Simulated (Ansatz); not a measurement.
# AlN (F-43m):B_Al, thermodynamic levels from a 54-atom cell, part 2 of 2

Aim: at which Fermi levels does B_Al in AlN (F-43m) change its charge? The model is a cell of 54 host atoms with 1 Al taken out and 1 B put in.

Ansatz; place-levels on r2SCAN runs: charge-transition levels and formation energies with image-charge correction and potential alignment at the atomic sites; PAW set soft_1.

So far: Set-up; Charge states; place-levels, r2SCAN.

## (3) place-levels, r2SCAN (continued)

Levels between the charges placed, in eV above the valence top:

```
        gap (eV)  (+1/0)  (0/−1)
r2SCAN      3.92    0.33    4.70
```

Corrections by state:

| charge | moment (μB) | image terms and alignment (eV) | band filling (eV) | ε used | over the lowest of its charge, as the program ranks them, band filling apart (eV) |
| --- | --- | --- | --- | --- | --- |
| +1 | 1.0 | 0.124 | - | 8.51 | 0.000 |
| 0 | 0.0 | 0.000 | - | - | 0.000 |
| −1 | 1.0 | 0.343 | -0.115 | 8.51 | 0.000 |

The charged structures listed were also run neutral, and place-levels reads from each pair, by the potential or the spins, how wide the charge is by which they differ; that can be the carrier of either run.

```
charge  rms radius (Å)  spread where it is widest against the cell (Å)  wide from (Å)  reading
    +1             1.1                                            1.06           1.31   narrow
    −1             2.5                                            1.50           1.31     wide
```

The neutral runs of these pairs need not share the spin of the lowest neutral state, and very wide values only mean spread over the cell.

From the program's caveats on the states, each cut to its opening words:

- charge +1 (1 μB): its alignment with the host at atomic sites is doubtful: the mean over the far sites moves by -0.1704 eV from their farther parts to their nearer, more than [...]
- charge +1 (1 μB), −1 (1 μB): flagged: stability check not made
- charge 0: its alignment with the host at atomic sites is doubtful: the mean over the far sites moves by -0.1206 eV from their farther parts to their nearer, more than [...]
- charge −1 (1 μB): it parts from the run at its places by a charge that spreads by about 1.5 Å along one vector (1.3 Å or more is wide), by its potential at epsilon 4.64, taken [...]
- charge −1 (1 μB): a band-filling correction moves a carrier to the host's band edge, which changes its energy by -0.115 eV
- charge −1 (1 μB): its alignment with the host at atomic sites is doubtful: the mean over the far sites moves by -0.1445 eV from their farther parts to their nearer, more than [...]
- charge −1 (1 μB): the host's ions (past the first shell or, of a walk that freed a part, those that it held) aren't shown at rest: they stand up to 0.114 Å off their sites, 1.64 [...]

The host's formation energy from the elements is -1.603 eV per atom; it sets how far the chemical potentials can move.

Limit set by the element alone; other compounds of these elements are not counted. Chemical potentials from the elements' reference states: Al 0.00 eV, N -3.21 eV, B 0.00 eV. Formation energies (Al-rich), with the Fermi level at the valence top and at the conduction bottom (gap 3.92 eV):

```
charge  at valence top (eV)  at conduction bottom (eV)  correction included (eV)
    +1                 2.39                       6.31                      0.12
     0                 2.72                       2.72                      0.00
    −1                 7.42                       3.50                      0.23
```

| Fermi level (eV) | lowest formation energy (eV) |
| --- | --- |
| 0.00 | 2.39 |
| 0.36 | 2.72 |
| 0.71 | 2.72 |
| 1.07 | 2.72 |
| 1.42 | 2.72 |
| 1.78 | 2.72 |
| 2.14 | 2.72 |
| 2.49 | 2.72 |
| 2.85 | 2.72 |
| 3.21 | 2.72 |
| 3.56 | 2.72 |
| 3.92 | 2.72 |

Limit set by the element alone; other compounds of these elements are not counted. Chemical potentials from the elements' reference states: N 0.00 eV, Al -3.21 eV, B 0.00 eV. Formation energies (N-rich), with the Fermi level at the valence top and at the conduction bottom (gap 3.92 eV):

```
charge  at valence top (eV)  at conduction bottom (eV)  correction included (eV)
    +1                -0.82                       3.10                      0.12
     0                -0.49                      -0.49                      0.00
    −1                 4.21                       0.29                      0.23
```

```json
{"Fermi level (eV)": "0.00", "lowest formation energy (eV)": "-0.82"}
{"Fermi level (eV)": "0.36", "lowest formation energy (eV)": "-0.49"}
{"Fermi level (eV)": "0.71", "lowest formation energy (eV)": "-0.49"}
{"Fermi level (eV)": "1.07", "lowest formation energy (eV)": "-0.49"}
{"Fermi level (eV)": "1.42", "lowest formation energy (eV)": "-0.49"}
{"Fermi level (eV)": "1.78", "lowest formation energy (eV)": "-0.49"}
{"Fermi level (eV)": "2.14", "lowest formation energy (eV)": "-0.49"}
{"Fermi level (eV)": "2.49", "lowest formation energy (eV)": "-0.49"}
{"Fermi level (eV)": "2.85", "lowest formation energy (eV)": "-0.49"}
{"Fermi level (eV)": "3.21", "lowest formation energy (eV)": "-0.49"}
{"Fermi level (eV)": "3.56", "lowest formation energy (eV)": "-0.49"}
{"Fermi level (eV)": "3.92", "lowest formation energy (eV)": "-0.49"}
```

## (4) The same at the relaxations' own k-points

The relaxations' own energies give the levels at their sampling, for comparison.

File levels.relax_mesh.yaml:

```yaml
host:
  run: host.relax.run
states: [qm1_M1.relax.run, q0.relax.run, qp1_M1.relax.run]
chemical_potentials:
  Al:
    energy: -540.418346
    dataset: <sha256 of the dataset>
  B:
    energy: -156.554104
    dataset: <sha256 of the dataset>
```

On the command line:

```sh
$ ansatz place-levels levels.relax_mesh.yaml -- --threads 4 --pin off --max-ram 7536MiB
```

The program printed:

```text
(+1/0) 0.519 eV above the valence edge, 3.351 eV under the conduction edge
[...]
formation energy of charge +1: +2.235 eV with the Fermi level at the valence edge
formation energy of charge 0: +2.754 eV with the Fermi level at the valence edge
formation energy of charge -1: +7.329 eV with the Fermi level at the valence edge
  edges by r2scan, gap 3.870 eV; the host is sampled to repeats of 9.27 Å
[... the lines on each state left out ...]
```

Elapsed: 0.12 s, on 4 threads of Arm Neoverse V1, shared host.

Levels between neighbouring charges, in eV above the valence top:

```csv
,gap (eV),(+1/0),(0/−1)
"one point at (¼, ¼, ¼)",3.87,0.52,4.57
a 2×2×2 shifted mesh,3.92,0.33,4.70
```

Going from one point at (¼, ¼, ¼) to a 2×2×2 shifted mesh moves the levels that carry no band-filling term by up to 0.19 eV and formation energies against the elements by up to 0.15 eV; band-filling terms, which differ between samplings, are in these energies.

## (5) What came out

* gap of the host: 3.92 eV (r2SCAN)
* level (plus 1/0): 0.33 eV above the valence top
* level (0/minus 1): 4.70 eV above the valence top, past the conduction bottom (4.81 eV above the valence top without the band-filling term)
* lowest of the charges placed, just above the valence top (0.02 eV): +1
* lowest of the charges placed, just below the conduction bottom (0.02 eV): 0
* lowest formation energy at mid-gap of the charges run, Al-rich: 2.72 eV
* lowest formation energy at mid-gap of the charges run, N-rich: -0.49 eV

**Reading.** Of the charges placed (−1, 0 and +1), the lowest changes at 0.33 eV (+1/0) above the valence top, in a gap of 3.92 eV. Charges above +1 were not placed, so these runs say nothing of levels that involve them. States placed: +1 at 1 μB; 0 at 0 μB; −1 at 1 μB. Other spin states or structures, where not listed, weren't placed. The program finds carriers beyond a band edge of the host and adds a band-filling term at charge −1 (-0.12 eV); steps to such a charge show no bound level, and a defect level inside a band would be read the same way. B is taken at its element; compounds, which aren't counted here, bound the chemical potentials and would shift these formation energies. The lowest formation energy (N-rich) is negative across the gap, so the defect would form by itself: these chemical potentials lie beyond what competing compounds allow, or the host is unstable against it. Going from one point at (¼, ¼, ¼) to a 2×2×2 shifted mesh moves the levels that carry no band-filling term by up to 0.19 eV and formation energies against the elements by up to 0.15 eV; band-filling terms, which differ between samplings, are in these energies. The program doubts the alignment of potentials for at least one state, a sign that the cell is small. What this leaves open: r2SCAN makes the gap too small and tends to spread out bound carriers; where a gas molecule sets a chemical potential or the host's formation energy, its binding is uncorrected; force components of up to 0.34 eV/Å remain in a run at the final settings.

[Logs are printed without paths, hosts, clocks, repeated set-up lines and the standing remarks that a program may print on its own settings, such as how far it seeks lower states.]

[Hosts, paths, dates, database ids (printed as entryN), source tags and the programs' standing remarks are cut or masked in the printed files.]

[Where a table of states has a column of steps, it counts the stored structures, which are thinned; the runs took as many ionic steps or more.]

[A defect's name tells the site on which it was built; relaxed atoms can leave that site.]

[For some hosts the program warned that the k-mesh of the response run may be too coarse for force constants and the static dielectric constant; such warnings are not shown here.]
